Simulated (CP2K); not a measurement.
Formamide monohydrate has these distinct O atoms: O3 (bonded to C, takes 1 H bond) and O4 (bonded to 2 H, gives 1 H bond, takes 1).

```xyz
9

N     0.1738    0.4394   -1.1087
C    -1.0036   -0.1450   -0.7901
O    -1.2683   -0.6386    0.3129
O     1.1274   -0.1048    1.6397
H     0.3127    0.8573   -2.0205
H     0.9020    0.5199   -0.3960
H    -1.7386   -0.1526   -1.6208
H     0.2106   -0.4130    1.4219
H     1.2841   -0.3626    2.5615
```

Their partial O K spectra (CP2K XAS_TDP, all-electron GAPW, PBEh(45%), aug-cc-pVDZ, TDA, GW2X-corrected core level, no relativity) are given in random order, each times the number of alike atoms.

Gaussian full width 0.5 eV, oscillator strength per eV, alike atoms added, rows of zeros left out:

| E (eV) | curve 1 | curve 2 |
| --- | --- | --- |
| 531.75 | 0.000 | 0.002 |
| 532.00 | 0.000 | 0.019 |
| 532.25 | 0.000 | 0.061 |
| 532.50 | 0.000 | 0.049 |
| 532.75 | 0.000 | 0.010 |
| 533.00 | 0.000 | 0.001 |
| 535.25 | 0.004 | 0.001 |
| 535.50 | 0.019 | 0.003 |
| 535.75 | 0.023 | 0.003 |
| 536.00 | 0.007 | 0.001 |
| 536.25 | 0.001 | 0.002 |
| 536.50 | 0.000 | 0.003 |
| 536.75 | 0.001 | 0.002 |
| 537.00 | 0.007 | 0.004 |
| 537.25 | 0.009 | 0.004 |
| 537.50 | 0.011 | 0.002 |
| 537.75 | 0.028 | 0.003 |
| 538.00 | 0.029 | 0.007 |
| 538.25 | 0.017 | 0.012 |
| 538.50 | 0.020 | 0.013 |
| 538.75 | 0.012 | 0.006 |
| 539.00 | 0.008 | 0.005 |
| 539.25 | 0.013 | 0.013 |
| 539.50 | 0.028 | 0.015 |
| 539.75 | 0.045 | 0.017 |
| 540.00 | 0.034 | 0.025 |
| 540.25 | 0.015 | 0.013 |
| 540.50 | 0.009 | 0.003 |
| 540.75 | 0.013 | 0.004 |
| 541.00 | 0.009 | 0.016 |
| 541.25 | 0.003 | 0.029 |
| 541.50 | 0.003 | 0.019 |
| 541.75 | 0.002 | 0.006 |
| 542.00 | 0.002 | 0.004 |
| 542.25 | 0.002 | 0.015 |
| 542.50 | 0.003 | 0.020 |

**Question.** Which curve belongs to which atom?

Curve 1: O4 (bonded to 2 H, gives 1 H bond, takes 1), leading line at 535.66 eV (f = 0.014 an atom), ionisation energy 538.46 eV, term value 2.80 eV. Curve 2: O3 (bonded to C, takes 1 H bond), leading line at 532.33 eV (f = 0.035 an atom), ionisation energy 537.40 eV, term value 5.07 eV. The leading line of an atom is its first one with 35 % of the strongest within 2.5 eV of its lowest line over the strength cut. A line lies at the core ionisation energy, which rises as an atom loses charge to its neighbours or to a π system, less the term value, which is large for a low π* or σ* orbital with weight on that atom.

[Banner, clock and machine lines of the logs are left out without a mark of their own.]

[Logs are printed without paths, hosts, clocks, repeated set-up lines and the standing remarks that a program may print on its own settings, such as how far it seeks lower states.]

[Hosts, paths, dates, database ids (printed as entryN), source tags and the programs' standing remarks are cut or masked in the printed files.]
